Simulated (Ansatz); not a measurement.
## What As (Pm-3m, 1 atom in the cell) distorts into

Aim: this structure of As (Pm-3m, 1 atom in the cell) is to be tested for unstable modes, and one is followed downhill.

Program: Ansatz 0.2.0. Level of theory: DFT PBEsol, scalar-relativistic, plane waves, PAW. Results are calculated unless marked as measured.

This is not the structure that As takes at ambient pressure and room temperature (space group No. 166); it is a model or a phase of other conditions.

### Step 1. Starting point

The structure is cubic, space group Pm-3m (No. 221). The conventional cell has a = 2.689 Å, b = 2.689 Å, c = 2.689 Å, α = 90.00°, β = 90.00°, γ = 90.00°. As has 6 As at 2.69 Å nearest.

### Step 2. Phonons on a q mesh

The cell comes from relaxations at this level that are not shown. Stability and thermal properties need the whole zone. Linear response on a 4×4×4 q mesh gives force constants as far as a supercell of that size would.

The input, input.yaml:

```yaml
crystal:
  lattice:
    - [2.6885784294, 0.0, 0.0]
    - [0.0, 2.6885784294, 0.0]
    - [0.0, 0.0, 2.6885784294]
  atoms:
    - { symbol: As, position: [0.5, 0.5, 0.5] }
kpoints:
  mp_grid: { grid: [16, 16, 16] }
hamiltonian:
  xc: pbesol
scf:
  occupations: { method: methfessel_paxton, width: 0.15 }
output:
  eigenvalues: true
phonons:
  method: dfpt
  qmesh: [4, 4, 4]
  temperatures: { t_max: 1000, t_step: 50 }
  qpath:
    path:
      - [[0.0, 0.0, 0.0], [0.0, 0.5, 0.0], [0.5, 0.5, 0.0], [0.0, 0.0, 0.0], [0.5, 0.5, 0.5], [0.0, 0.5, 0.0]]
      - [[0.5, 0.5, 0.5], [0.5, 0.5, 0.0]]
    npoints: 10
```

Run with:

```sh
> ansatz run input.yaml --threads 4 --pin off --max-ram 7168MiB --backend cpu --events-out ev --progress --plain --runs-dir out
```

Numbers of over 12 decimals in the logs are rounded to 6 here.

Log:

```text
Engine: ansatz 0.2.0, aarch64-unknown-linux-gnu
Pseudopotentials: kind: paw
Pseudopotential: As, paw, valence charge 15, recommended cutoff 420 eV (normal), As.paw.azcp
Functional definition: PBEsol
  exchange = pbesol_x
  correlation = pbesol_c
Crystal: 1 atoms, lattice volume = 19.434 Å³
Basis set: ecut = 420 eV, 389 PW (Γ), exchange–correlation on 36×36×36 points (8 copies of the dense FFT grid, shifted against one another)
Bands: 12, of which v1, the nominal top of the filled ones, is band 8 counted from 1 (7 counted from 0)
Symmetry: 48 space group operations
k-points: 165 of 4096
Non-local potential: As, projectors of the file, l = 0: 2, l = 1: 2, l = 2: 3, l = 3: 1
PAW form: soft (Blöchl's): semilocal exchange-correlation on the pseudo side does not see the compensation charge
PAW frozen core: As, regenerated for the run's functional, and the local potential with it (the file was generated under x = pbe(κ = 0.804, μ = 0.219515), c = pbe(β = 0.066725))
PAW one-centre angular grid: As, 590 points (default); XC on 64 Gauss nodes
Initial density: superposition of atomic densities (neutral atoms: chi_scale 0, normalization atom), corrected by the library's trained network
Initial wavefunctions: pseudopotential atomic-orbital guess
Functional: x = pbesol(κ = 0.804, μ = 0.123457), c = pbesol(β = 0.046)
SCF iter   1: F=—  HF=-4812.946414 eV  |F-HF|=—  |Δ(HF+E_count)|=         —  Δρ=9.83e-4  dr2=6.79e-5  ethr=1.77e-3  ⟨swp⟩=5.1  Hψ=11785  notcnv=0
preconditioner: auto → none  [insulator: Δε(μ)=0.160 eV  Ē_g=15.172 eV  σ=0.150 eV  W_gap=0.61  n_scr=6 (ndim 8)  ℏωp=18.8 eV  f_vac=0.001  D(μ)=0.17/eV (n_scr^D=0)  ε∞_Penn≈2.5]
SCF iter   2: F=—  HF=-4812.946098 eV  |F-HF|=—  |Δ(HF+E_count)|=   3.16e-4  S|Δr|=    0.00e0  Δρ=4.51e-4  dr2=1.67e-5  ethr=4.53e-7  ⟨swp⟩=2.0  Hψ=4541  notcnv=0
SCF iter   3: F=—  HF=-4812.946117 eV  |F-HF|=—  |Δ(HF+E_count)|=   1.89e-5  S|Δr|=    0.00e0  Δρ=1.77e-4  dr2=2.76e-6  ethr=1.11e-7  ⟨swp⟩=2.1  Hψ=3083  notcnv=0
SCF iter   4: F=—  HF=-4812.946121 eV  |F-HF|=—  |Δ(HF+E_count)|=   3.44e-6  S|Δr|=    0.00e0  Δρ=2.45e-5  dr2=1.51e-7  ethr=1.84e-8  ⟨swp⟩=2.2  Hψ=2998  notcnv=0
SCF iter   5: F=—  HF=-4812.946120 eV  |F-HF|=—  |Δ(HF+E_count)|=   1.25e-7  S|Δr|=    0.00e0  Δρ=8.23e-6  dr2=1.60e-8  ethr=1.01e-9  ⟨swp⟩=2.0  Hψ=3131  notcnv=0
SCF iter   6: F=—  HF=-4812.946120 eV  |F-HF|=—  |Δ(HF+E_count)|=   1.66e-8  S|Δr|=    0.00e0  Δρ=4.24e-7  dr2=2.47e-11  ethr=1.07e-10  ⟨swp⟩=2.0  Hψ=3153  notcnv=0
SCF iter   7: F=-4812.946120 eV  HF=-4812.946120 eV  |F-HF|=0.00e0  |Δ(HF+E_count)|=  1.55e-11  S|Δr|=    0.00e0  Δρ=3.67e-8  dr2=3.01e-13  ethr=1.00e-12  ⟨swp⟩=5.8  Hψ=7609  notcnv=0
SCF 1 converged in 7 iterations: F = -4812.946120 eV  dr2 = 3.01e-13
  greatest PAW one-centre occupation: 0.999 electrons in one spin orbital (limit 2), on the As atom at site 0 (counted from 0), in its partial waves of l = 2
NSCF: frozen V_eff on 165 k-points
NSCF: frozen V_eff on 405 k-points
DFPT response loops at q = (0, 0, 0) (fractional): preconditioner auto → Kerker (q_TF=auto, 2.613 Å⁻¹) (partly filled bands, converged f_vac=0.000); β = 1.00, the filter's whole step (`scf.mixing.beta` (0.50) is not read by the response loops under this deck's `scf.mixing.preconditioner`; to damp them name `kerker` or `kerker_dos`, under which they read `scf.mixing.beta`, and type it under 1.00, their step now; both keys bind the ground state too); Broyden in place of MSR1
NSCF: frozen V_eff on 2592 k-points
DFPT response loops at q = (0, 0, 0.25) (fractional): mixed as the last ones told, above
NSCF: frozen V_eff on 1458 k-points
DFPT response loops at q = (0, 0, -0.5) (fractional): mixed as the last ones told, above
NSCF: frozen V_eff on 4608 k-points
DFPT response loops at q = (0, 0.25, 0.25) (fractional): mixed as the last ones told, above
NSCF: frozen V_eff on 2592 k-points
DFPT response loops at q = (0, 0.25, -0.5) (fractional): mixed as the last ones told, above
NSCF: frozen V_eff on 1458 k-points
DFPT response loops at q = (0, -0.5, -0.5) (fractional): mixed as the last ones told, above
NSCF: frozen V_eff on 4352 k-points
DFPT response loops at q = (0.25, 0.25, 0.25) (fractional): mixed as the last ones told, above
NSCF: frozen V_eff on 4608 k-points
DFPT response loops at q = (0.25, 0.25, -0.5) (fractional): mixed as the last ones told, above
NSCF: frozen V_eff on 2592 k-points
DFPT response loops at q = (0.25, -0.5, -0.5) (fractional): mixed as the last ones told, above
NSCF: frozen V_eff on 810 k-points
DFPT response loops at q = (-0.5, -0.5, -0.5) (fractional): mixed as the last ones told, above
SCF converged after 7 iterations
Stability not checked: this state was not tested for a lower state beside it, because cold or Methfessel-Paxton smearing, or corrected tetrahedra, fill the levels in a way that the test cannot read (fill_not_monotonic; see scf.lower_state_search)
Free energy (F): -4812.946120 eV
Harris-Foulkes:  -4812.946120 eV  (|F-HF|=0.00e0)
Internal energy: -4812.947028 eV  (E = F + TS)
E sigma→0 (E₀):  -4812.946347 eV
Entropy (-TS):   0.000908 eV (0.908 meV/atom)
Fermi energy:    11.856250 eV
--- Per-component energies (eV) ---
  E_band       = -213.064885
  E_kinetic    = 102.990019
  E_local      = -1535.095338  (includes V_loc(G=0)·N_el)
  E_nonlocal   = -668.254467
  E_hartree    = 867.633275
  E_xc         = -78.986853
  E_vxc        = -79.606447  (∫ρ·V_xc dr)
  E_paw        = -1792.631688  (= ΣΔE_a)
  E_vpaw       = 231.634820  (= ΣTr[D̂ρ^β])
  E_aug_tail   = 0.000007  (compensation charges beyond the density's cutoff)
  E_ewald      = -1709.568412
  E_core_change = 0.966429  (= ΣΔE_core)
  E_smearing   = 0.000908  (= −TS)
  E_closure    = -0.000000  (closes the sum)
  Σ components = -4812.946120   (vs F -4812.946120, Δ=0.00e0)
--- Band table (eV; the first three rows and the last of 165) ---
  k-point 0: bands = [... 4 lower, -24.0740, -3.2947, 16.0585, 16.0585, 16.0585, 20.4689, 20.4689, 22.3987]
  k-point 1: bands = [... 4 lower, -24.0739, -3.2212, 15.0579, 16.1237, 16.1237, 20.5360, 21.2061, 22.8651]
  k-point 2: bands = [... 4 lower, -24.0737, -3.0024, 13.1878, 16.3157, 16.3157, 20.7357, 21.8974, 24.6385]
  k-point 164: bands = [... 4 lower, -24.0297, 7.0265, 10.0060, 10.0060, 10.0060, 17.7550, 17.7550, 17.7550]
--- Phonons (Γ-DFPT): 1 representative perturbation + reference (Σ response iterations 3) ---
  ASR residual: 6.688e-6 → 0.000e0 eV/Å²; symmetrization residual: 4.487e-11 eV/Å²
  ASR residual per site (eV/Å²): 6.69e-6
  Γ frequencies (cm⁻¹): 0.00 0.00 0.00
--- Phonons (arbitrary-q DFPT): 10 irreducible q on the 4×4×4 mesh ---
  q = [0.0000, 0.0000, 0.0000] (star 1, of the zone-centre solve; hermiticity 0.00e0, symmetrization 6.71e-6): 0.00 0.00 0.00
  q = [0.0000, 0.0000, 0.2500] (star 6, 2 solved perturbations in 2016 linear systems a pass and spin channel, the states on 1296 of 4096 k-point pairs; hermiticity 2.35e-13, symmetrization 1.44e-12): 57.23 57.23 139.06
  q = [0.0000, 0.0000, -0.5000] (star 3, 2 solved perturbations in 1134 linear systems a pass and spin channel, the states on 729 of 4096 k-point pairs; hermiticity 8.71e-14, symmetrization 3.69e-12): 65.29 65.29 152.87
  q = [0.0000, 0.2500, 0.2500] (star 12, 2 solved perturbations in 3528 linear systems a pass and spin channel, the states on 2304 of 4096 k-point pairs; hermiticity 6.52e-14, symmetrization 2.42e-13): 80.29 132.04 164.13
  q = [0.0000, 0.2500, -0.5000] (star 12, 3 solved perturbations on 1296 of 4096 k-point pairs; hermiticity 1.94e-13, symmetrization 1.36e-13): 81.17 87.36 155.18
  q = [0.0000, -0.5000, -0.5000] (star 3, 2 solved perturbations in 1134 linear systems a pass and spin channel, the states on 729 of 4096 k-point pairs; hermiticity 3.02e-13, symmetrization 3.89e-13): 93.35 97.72 97.72
  q = [0.2500, 0.2500, 0.2500] (star 8, 1 solved perturbation on 2176 of 4096 k-point pairs; hermiticity 2.03e-13, symmetrization 4.05e-12): 152.88 152.88 192.17
  q = [0.2500, 0.2500, -0.5000] (star 12, 2 solved perturbations in 3528 linear systems a pass and spin channel, the states on 2304 of 4096 k-point pairs; hermiticity 2.01e-14, symmetrization 3.44e-13): -48.74 156.41 178.60
  q = [0.2500, -0.5000, -0.5000] (star 6, 2 solved perturbations in 2016 linear systems a pass and spin channel, the states on 1296 of 4096 k-point pairs; hermiticity 1.66e-13, symmetrization 3.05e-13): -51.10 -51.10 164.48
  q = [-0.5000, -0.5000, -0.5000] (star 1, 1 solved perturbation on 405 of 4096 k-point pairs; hermiticity 1.36e-13, symmetrization 9.75e-13): -195.58 -195.58 -195.58
  sum rule: each row above includes the acoustic sum rule's correction from the zone centre's row sums; it moved no ω² by more than (0.16 cm⁻¹)²
  mesh force constants: q→R imaginary residual 0.00e0; ASR residual 6.688e-6 → 0.000e0 eV/Å²; symmetrization residual 5.329e-15 eV/Å²
  interpolated dispersion: 62 rows × 3 modes
  density of states and harmonic sums: on the 24×24×24 q-mesh, interpolated from the force constants of a 4×4×4 supercell (no non-analytic term)
  largest difference from the sums on the solved wave vectors: F 5.52e-2 eV, S 8.04e-5 and C_V 2.53e-5 eV/K
  zero-point energy: 0.021097 eV/cell   skipped modes (ω ≤ 0): 113, of them read as no rigid motion or as one in doubt: 110 (1.769e-1 modes/cell left out, lowest -195.58 cm⁻¹)   left out of the sums: 5.90e-2 of the cell's modes: C_V's classical limit lies that fraction below 3 k_B per atom; for a crystal, a wire or a layer, F and S can be off by more, and a phonons.interpolated_qmesh denser along its periods is the remedy for the sampling
```

It took 94 s on 4 threads of Arm Neoverse V1, shared host; peak memory 1.4 GiB.

This step gave:

```
volume per atom                                         : 19.43 Å³
gap on the k-mesh                                       : 0 eV
sum-rule residual before enforcement                    : 6.69e-6 eV/Å²
lowest frequency on the path                            : -195.6 cm⁻¹
highest frequency on the path or at a solved wavevector : 192.2 cm⁻¹
lowest mode on the q mesh (acoustic modes at Γ apart)   : -195.6 cm⁻¹
```

Frequencies (cm⁻¹) solved at each irreducible wavevector; negative means imaginary. Frequencies by wavevector, by row:

```
q in reciprocal lattice units  star  mode 1  mode 2  mode 3
                        0 0 0     1       0       0       0
                     0 0 0.25     6    57.2    57.2   139.1
                     0 0 -0.5     3    65.3    65.3   152.9
                  0 0.25 0.25    12    80.3     132   164.1
                  0 0.25 -0.5    12    81.2    87.4   155.2
                  0 -0.5 -0.5     3    93.3    97.7    97.7
               0.25 0.25 0.25     8   152.9   152.9   192.2
               0.25 0.25 -0.5    12   -48.7   156.4   178.6
               0.25 -0.5 -0.5     6   -51.1   -51.1   164.5
               -0.5 -0.5 -0.5     1  -195.6  -195.6  -195.6
```

Interpolated from a 4×4×4 q mesh. Phonon branches along the path, in cm⁻¹:

```
    point  branch 1  branch 2  branch 3
        Γ         0         0         0
  halfway        57        57       139
        X        65        65       153
  halfway        81        87       155
        M        93        98        98
  halfway        80       132       164
        Γ         0         0         0
  halfway       153       153       192
        R      -196      -196      -196
  halfway       -49       156       179
        X        65        65       153
jump to R      -196      -196      -196
  halfway       -51       -51       164
        M        93        98        98
```

The phonon branches as a text plot (rows in cm⁻¹):

```
    184 |                              ****         *
    168 |                  ***                     * *       **
    152 |    ***** **     *   *      ** *           *** **
    136 |   *     *  *     ***         * ***       *  *        *
    119 |         *   *  **   **     **                *    *
    103 |  *       *   ***     *    *      *      *    *        *
     87 |          ***********  *                     * *     **
     71 | *   ***** **        * *   *             *     **
     55 |   **                 *   *
     39 |* *                    ** *                 *
     23 |**                      *
      6 |                         *
    -10 |
    -26 |
    -42 |                                           *      *
    -58 |                                                    *
    -74 |                                   *      *
    -91 |                                   *
   -107 |                                        **         *
   -123 |                                        *
   -139 |                                                  *
   -155 |                                        *
   -171 |                                    *  *
   -188 |                                     ***         *
         Γ      X      M          Γ            R        X|R     M
```

Symmetry leaves 10 wavevectors to solve. The lowest mode among them, the acoustic zeros apart, lies at q = (-0.5, -0.5, -0.5) and is imaginary, 195.6i cm⁻¹, so the energy falls along it.

### Step 3. The mode frozen in, largest atomic shift 0 Å

The mode followed lies at q = (-0.5, -0.5, -0.5) with frequency 195.6i cm⁻¹ and is 3-fold degenerate, the softest among the wavevectors solved. At small amplitude the distorted cell has space group no. 74 by a symmetry search on the positions. The undistorted cell that holds it gives the zero of energy on the same k mesh.

System of this step: As. Symmetry: Pm-3m, No. 221, cubic system. Conventional cell: a = 2.689 Å, b = 2.689 Å, c = 2.689 Å, α = 90.00°, β = 90.00°, γ = 90.00°. As has 6 As at 2.69 Å nearest.

The input, input.yaml:

```yaml
crystal:
  lattice:
    - [2.6885784294, 2.6885784294, 0.0]
    - [2.6885784294, 0.0, 2.6885784294]
    - [2.6885784294, 0.0, -2.6885784294]
  atoms:
    - { symbol: As, position: [0.5, 0.25, 0.75] }
    - { symbol: As, position: [0.5, 0.75, 0.25] }
kpoints:
  mp_grid: { grid: [14, 14, 14] }
hamiltonian:
  xc: pbesol
scf:
  occupations: { method: methfessel_paxton, width: 0.15 }
output:
  forces: true
  stress: true
  eigenvalues: true
```

Log:

```text
[...]
Crystal: 2 atoms, lattice volume = 38.869 Å³
Basis set: ecut = 420 eV, 749 PW (Γ), exchange–correlation on 54×54×54 points (8 copies of the dense FFT grid, shifted against one another)
Bands: 19, of which v1, the nominal top of the filled ones, is band 15 counted from 1 (14 counted from 0)
Symmetry: 96 space group operations
[...]
k-points: 104 of 2744
[...]
--- Band table (eV; the first three rows and the last of 104) ---
  k-point 0: bands = [... 11 lower, 7.0263, 10.0059, 10.0059, 10.0059, 16.0584, 16.0584, 16.0584, 17.7549]
  k-point 1: bands = [... 11 lower, 6.6160, 10.0110, 10.0110, 10.2554, 15.6829, 15.6829, 15.8249, 17.7072]
  k-point 2: bands = [... 11 lower, 5.6809, 10.0340, 10.0340, 10.7192, 14.8668, 14.8668, 15.2535, 17.7674]
  k-point 103: bands = [... 11 lower, 1.4290, 5.5513, 6.1133, 11.2033, 13.2114, 17.4195, 19.1201, 19.3960]
[key lines of the parts left out:]
SCF converged after 5 iterations
Free energy (F): -9625.886623 eV
Fermi energy:    11.861311 eV
P = ⅓ Tr σ = 0.0551 GPa (0.551 kbar)
```

Run time: 1 s. Hardware: 4 threads; peak memory 0.35 GiB.

This step gave:

| Property | Result |
| --- | --- |
| pressure | 0.05508 GPa |
| energy from the undistorted cell | 0 meV/atom |

The run ends at a pressure of 0.06 GPa.

### Step 4. The mode frozen in, largest atomic shift 0.14 Å

The atoms are moved along the unstable eigenvector, the largest shift by 0.14 Å, with the cell fixed.

input.yaml, the sections that differ from step 3:

```yaml
crystal:
  lattice:
    - [2.6885784294, 2.6885784294, 0.0]
    - [2.6885784294, 0.0, 2.6885784294]
    - [2.6885784294, 0.0, -2.6885784294]
  atoms:
    - { symbol: As, position: [0.5368205548, 0.2131794452, 0.7131794452] }
    - { symbol: As, position: [0.4631794452, 0.7868205548, 0.2868205548] }
# kpoints, hamiltonian, scf, output: as in step 3
```

Log:

```text
[...]
Crystal: 2 atoms, lattice volume = 38.869 Å³
Basis set: ecut = 420 eV, 749 PW (Γ), exchange–correlation on 54×54×54 points (8 copies of the dense FFT grid, shifted against one another)
Bands: 19, of which v1, the nominal top of the filled ones, is band 15 counted from 1 (14 counted from 0)
Symmetry: 8 space group operations
[...]
k-points: 428 of 2744
[...]
--- Band table (eV; the first three rows and the last of 428) ---
  k-point 0: bands = [... 11 lower, 7.1509, 9.6656, 10.1151, 10.1939, 15.1816, 15.2628, 16.2476, 17.7314]
  k-point 1: bands = [... 11 lower, 6.7483, 9.6620, 10.1626, 10.3689, 15.0328, 15.1276, 15.9055, 17.8749]
  k-point 2: bands = [... 11 lower, 5.8245, 9.6575, 10.1781, 10.7581, 14.5208, 14.8443, 15.1517, 18.0886]
  k-point 427: bands = [... 11 lower, 1.2630, 5.6388, 6.1430, 11.3230, 13.2555, 17.3686, 19.2471, 19.3599]
[key lines of the parts left out:]
SCF converged after 6 iterations
Free energy (F): -9625.981188 eV
Fermi energy:    12.048543 eV
P = ⅓ Tr σ = 3.3323 GPa (33.323 kbar)
```

It took 3.8 s on 4 threads; peak memory 0.52 GiB.

Numbers from this step:

| Quantity | Value |
| --- | --- |
| pressure | 3.332 GPa |
| energy from the undistorted cell | -47.46 meV/atom |

The energy, extrapolated to zero smearing, is -47.46 meV/atom against the undistorted cell.

The run ends at a pressure of 3.33 GPa, with forces up to 0.0083 eV/Å.

### Step 5. Energy along the mode, all amplitudes (two of the runs are shown above)

An imaginary frequency means negative curvature, so the energy should fall and then rise again as anharmonic terms take over.

This step gave:

| Item | Value |
| --- | --- |
| depth at the lowest point sampled | 47.46 meV/atom |
| largest atomic shift at that point | 0.14 Å |

Table of energy from the parent by largest atomic shift:

```
largest atomic shift (Å)  energy from the parent (meV/atom)
                   0.000                                  0
                   0.040                              -9.22
                   0.080                              -29.3
                   0.140                              -47.5
                   0.220                               1.97
                   0.320                                233
```

Displacement at unit largest shift by atom:

```
atom   x (Å)   y (Å)  z (Å)   size
 As1  -0.707   0.707  0.000  1.000
 As2   0.707  -0.707  0.000  1.000
```

The lowest of the steps tried is at 0.14 Å, 47.5 meV/atom below the parent; the bottom of the well need not coincide with a step.

[end of part 1 of 2]

[Logs are printed without paths, hosts, clocks, repeated set-up lines and the standing remarks that a program may print on its own settings, such as how far it seeks lower states.]

[Hosts, paths, dates, database ids (printed as entryN), source tags and the programs' standing remarks are cut or masked in the printed files.]
